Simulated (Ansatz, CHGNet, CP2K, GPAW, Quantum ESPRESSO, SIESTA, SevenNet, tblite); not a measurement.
**How far do other methods lie from plane waves? Liquid diethyl ether at 300 K (75 atoms)**

Aim: forces, pressure and gap of liquid diethyl ether at 300 K (75 atoms) at one geometry, from other programs and methods, against plane-wave PBE.

Results are calculated, not measured.

## Step 1: The structure

The cell holds 75 atoms (20 C, 5 O and 50 H), with edges of 9.53, 9.53 and 9.53 Å. Recipe: 5 diethyl ether placed at random, at 0.71 g/cm³; overlaps pushed apart, then 10 ps at 450 K with MMFF94 bonds, angles, torsions, charges and radii (Halgren, J. Comput. Chem. 17, 490 (1996)) in harmonic and 12-6 forms. Snapshot after 20 ps at 300 K and fixed volume. Then every atom was moved at random, 0.05 Å r.m.s. a Cartesian component (hydrogen 0.6 of that). The density is 0.71 g/cm³.

## Step 2: The reference input

Quantum ESPRESSO 7.5: Kohn-Sham DFT, PBE, SSSP efficiency 1.3.0 pseudopotentials, plane waves. Its input, pw.in:

```
&control
  calculation = 'scf'
  pseudo_dir = './pseudo'
  outdir = './tmp'
  disk_io = 'none'
  tprnfor = .true.
  tstress = .true.
/
&system
  ibrav = 0
  nat = 75
  ntyp = 3
  ecutwfc = 60
  ecutrho = 480
  nosym = .true.
  occupations = 'smearing'
  smearing = 'fd'
  degauss = 0.003675
/
&electrons
  conv_thr = 3.8e-07
  electron_maxstep = 100
  mixing_beta = 0.4
  mixing_mode = 'plain'
  diagonalization = 'david'
/
ATOMIC_SPECIES
C 12.011 C.upf
O 15.999 O.upf
H 1.008 H.upf
CELL_PARAMETERS angstrom
9.53465 0.00000 0.00000
0.00000 9.53465 0.00000
0.00000 0.00000 9.53465
ATOMIC_POSITIONS crystal
C 0.90448 0.09480 0.75948
C 0.00233 0.96484 0.71498
O 0.94067 0.90949 0.59752
C 0.01206 0.78599 0.53118
[... 69 atom lines left out ...]
H 0.37205 0.67364 0.05777
H 0.45208 0.80493 0.14449
K_POINTS gamma
```

```console
$ OMP_NUM_THREADS=1 mpirun -np 2 pw.x -in pw.in > output.txt
```

Elapsed: 51 s, on 2 MPI ranks of Arm Neoverse V1, shared host; peak memory 1.6 GiB; 1.7 min of CPU time.

It converged with an r.m.s. force component of 1.8 eV/Å and a pressure of 2.0 GPa.

Its highest filled and lowest empty levels lie 4.35 eV apart on its k-points.

## Step 3: The other programs

- CHGNet: machine-learned potential, published weights.
- CP2K 2026.2: Gaussian basis with GTH pseudopotentials and a plane-wave density; labels give functional, basis (MOLOPT sets; SR short-range, UZH the newer set with its own potentials), grid cutoff/relative cutoff and solver (OT: orbital transformation; TRS4, TC2, SIGN: linear-scaling purification with its sparsity filter), or its built-in tight binding.
- GPAW 26.7.0: PAW with atomic orbitals (LCAO), plane waves or a real-space grid of spacing h.
- Quantum ESPRESSO 7.5: plane waves; labels (QE) give functional, pseudopotential set and cutoffs of waves/density.
- SIESTA 5.4.2: numerical atomic orbitals, whose automatically made sets are far from complete, with PseudoDojo norm-conserving potentials that we converted to its format (checked against plane waves on the same files for H, C, O, Si, Ge and Ca alone); labels give functional, basis size, energy shift and mesh cutoff.
- SevenNet: machine-learned potential, published weights.
- tblite 0.8.0: extended tight binding, driven from Python.

All use the same cell and atoms, and the electronic-structure runs the same k-mesh.

## Step 4: Side by side

Differences are against the reference: forces as r.m.s. over components, share as that over the reference's r.m.s. force, slope as the fitted ratio of a run's forces to the reference's.

| run | Δ force, r.m.s. (meV/Å) | share (%) | slope | Δ pressure (GPa) | Δ gap (eV) | cores | CPU time | memory (GiB) |
| --- | --- | --- | --- | --- | --- | --- | --- | --- |
| reference | - | - | - | - | - | 2 | 1.7 min | 1.6 |
| CHGNet r2SCAN potential | 257 | 14.0 | 0.916 | -1.18 | - | 1 | 4.4 s | 1.3 |
| CP2K PBE, DZVP-MOLOPT-SR, 600/50 Ry, OT CG | 117 | 6.35 | 1.031 | 0.187 | 2.00 | 2 | 7.5 min | 1.2 |
| CP2K PBE, TZVP-MOLOPT, 600/50 Ry, OT CG | 35.0 | 1.90 | 1.007 | 0.191 | 0.626 | 4 | 52 min | 2.3 |
| GPAW PBE, LCAO dzp, h 0.18 Å | 312 | 16.9 | 1.076 | - | 0.497 | 1 | 41 s | 0.71 |
| GPAW PBE, LCAO dzp, h 0.25 Å (coarse) | 333 | 18.1 | 1.076 | - | 0.495 | 1 | 26 s | 0.4 |
| GPAW PBE, LCAO sz(dzp), h 0.18 Å (coarse) | 1814 | 98.5 | 1.291 | - | 1.92 | 1 | 18 s | 0.57 |
| QE PBE, dojo-0.4.1-standard, 60/240 Ry (coarse) | 31.9 | 1.74 | 0.995 | -2.02 | -0.04 | 2 | 60 s | 0.62 |
| SIESTA PBE, DZP, shift 0.01 Ry, mesh 500 Ry | 379 | 20.6 | 1.101 | 2.20 | 0.551 | 2 | 2.7 min | 1.4 |
| SevenNet 0 potential | 128 | 6.96 | 0.976 | -0.193 | - | 1 | 8.1 s | 0.95 |
| SevenNet l3i5 potential | 96.1 | 5.22 | 1.001 | -0.0297 | - | 1 | 11 s | 1.5 |
| tblite GFN1-xTB | 226 | 12.3 | 1.006 | -1.33 | - | 1 | 1.3 s | 0.13 |
| tblite GFN2-xTB | 275 | 14.9 | 0.952 | -1.64 | - | 1 | 4.8 s | 0.13 |

Rows marked coarse use a setting chosen to be so.

Times of the machine-learned potentials are mostly Python's start and the loading of weights.

CPU time is summed over cores on shared hosts, so it is rough.

## Step 5: What came out

Forces lie from 1.7 % (QE PBE, dojo-0.4.1-standard, 60/240 Ry, coarse) to 99 % (GPAW PBE, LCAO sz(dzp), h 0.18 Å, coarse) of the reference's r.m.s. force of 1.8 eV/Å away from it. The PBE runs in local orbitals, coarse settings apart, differ by 1.9 % (CP2K PBE, TZVP-MOLOPT, 600/50 Ry, OT CG) to 21 % (SIESTA PBE, DZP, shift 0.01 Ry, mesh 500 Ry); basis, grid and potentials can all enter. Tight binding differs by 12 % (tblite GFN1-xTB) to 15 % (tblite GFN2-xTB); it is another model, with fitted parameters of its own, and the xTB methods hold dispersion. Machine-learned potentials differ by 5.2 % (SevenNet l3i5 potential) to 14 % (CHGNet r2SCAN potential); they were trained on other programs' data, some at another functional.

Runs with settings chosen to be coarse differ by 1.7 % (QE PBE, dojo-0.4.1-standard, 60/240 Ry) to 99 % (GPAW PBE, LCAO sz(dzp), h 0.18 Å), their programs' other errors included. SIESTA PBE, DZP, shift 0.01 Ry, mesh 500 Ry stiffens the forces by a factor of 1.10 while following their directions (correlation 0.987). From GPAW PBE, LCAO dzp, h 0.25 Å to the finer GPAW PBE, LCAO dzp, h 0.18 Å the share falls from 18 to 17 %. Pressures at PBE, coarse settings apart, lie +0.19 to +2.20 GPa from the reference's. Gaps at PBE, coarse settings apart, lie +0.50 to +2.00 eV from the reference's.

**Limits.** Periodic xTB results under one method name differ between programs and library versions. With short bonds to hydrogen, sets of potentials differ among themselves by several per cent in forces even at converged cutoffs, so the reference isn't exact here either. The reference's pressure holds the uncorrected Pulay stress of its 60 Ry basis, so small pressure differences, may be the reference's own error. Machine-learned potentials mimic data converged in k, so the reference's own k-point error enters their differences. The network of contacts between molecules at the start is that of the classical potential that made the cell, and needn't be the one that DFT or experiment would give. The reference's PBE has no dispersion term, which matters for the binding between molecules or layers. The electronic-structure runs sample only Γ, in a cell whose shortest periodic width is 10 Å. Where levels are smeared, the DFT runs use Fermi–Dirac occupations at 580 K (0.05 eV), and energies are free energies. The atoms were displaced at random, and shares hang on the size of the forces that this gives. The reference's cutoffs and mesh weren't converged further here.

[Long decimals in the printed logs are rounded to 6 places.]

[Logs are printed without paths, hosts, clocks, repeated set-up lines and the standing remarks that a program may print on its own settings, such as how far it seeks lower states.]

[Hosts, paths, dates, database ids (printed as entryN), source tags and the programs' standing remarks are cut or masked in the printed files.]

[Only finished runs are shown, without SIESTA runs on faulty potentials for Cu, Fe, Ni or Zn; cells were taken only where this reference lay near another plane-wave run.]

[The MMFF94 radii named for the starting cell were scaled by 0.96; in molecules described by MMFF94, hydrogen bound to N, O or S took a small fixed 12-6 site in their place.]
